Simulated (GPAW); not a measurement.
A computed O K-edge spectrum of one site in a crystal of Mg, O and V, with its zero at a photon energy of about 526.5 eV (LDA puts this hole about 4 eV below PBE, itself good to a few eV). Method: GPAW, LDA + U, full core hole (charged cell) in a small cell, dipole transitions, broadening that rises with energy.

Energy from the lowest empty level; intensity scaled to a mean of 1 over the first 20 eV:

```csv
E (eV),intensity
-2.00,0.00
-1.25,0.00
-0.50,0.00
0.25,0.02
1.00,0.11
1.75,0.40
2.50,1.81
3.25,1.97
4.00,1.66
4.75,2.29
5.50,1.89
6.25,2.11
7.00,2.83
7.75,1.86
8.50,0.78
9.25,0.39
10.00,0.34
10.75,0.46
11.50,0.71
12.25,0.97
13.00,1.09
13.75,0.95
14.50,0.66
15.25,0.48
16.00,0.44
16.75,0.44
17.50,0.45
18.25,0.46
19.00,0.50
19.75,0.59
20.50,0.73
21.25,0.89
22.00,1.01
22.75,1.06
23.50,1.01
24.25,0.90
25.00,0.78
25.75,0.72
26.50,0.73
27.25,0.78
28.00,0.83
28.75,0.87
29.50,0.90
30.25,0.92
31.00,0.91
```

**Question.** Which coordination does this site have?

A K edge sees empty p states; the first features are O p mixed into the empty d states of the V neighbours, and the broad ones above probably into the cations' higher empty bands. It is atom 9 of Mg3VO4 (Pm-3m), with 1 Mg at 2.15 Å, 1 V at 2.15 Å, 2 Mg at 2.15 Å, 1 V at 2.15 Å and 1 Mg at 2.15 Å (octahedral, site symmetry 4/mmm). Its main maxima below 24 eV lie at 2.9 eV (2.43), 4.7 eV (2.30), 7.0 eV (2.83), 13.0 eV (1.09) and 22.7 eV (1.06). A near-edge spectrum doesn't fix the structure by itself; it is matched against candidates. The hole lies in one spin channel, while the script sums the empty states of both and takes the lower zero; where the two channels are split, this blurs and shifts the curve. The crystal has 2 inequivalent O sites and not all are shown here, while a measurement adds them all. The spins start antiferromagnetically in a simple order, which needn't be the measured one; gap and edge can depend on it. The holes are only 6.1 Å apart, so the shape is probably not converged with cell size; no larger cell was run here. The mesh is coarse (0.32 Å⁻¹ between points), so small maxima may be mesh ripples. The structure is a computed Materials Project entry and may be a hypothetical form.

[Banner, clock and machine lines of the logs are left out without a mark of their own.]

[Logs are printed without paths, hosts, clocks, repeated set-up lines and the standing remarks that a program may print on its own settings, such as how far it seeks lower states.]

[Hosts, paths, dates, database ids (printed as entryN), source tags and the programs' standing remarks are cut or masked in the printed files.]

[Lists of maxima count a maximum above −3 eV only where it reaches 4 % of the highest in the window and stands out from its surroundings by 2 % of it (1.5 % where it reaches 55 %); shoulders and weaker maxima are passed over, and of the rest the first, up to two pre-edge ones and the few strongest are named.]
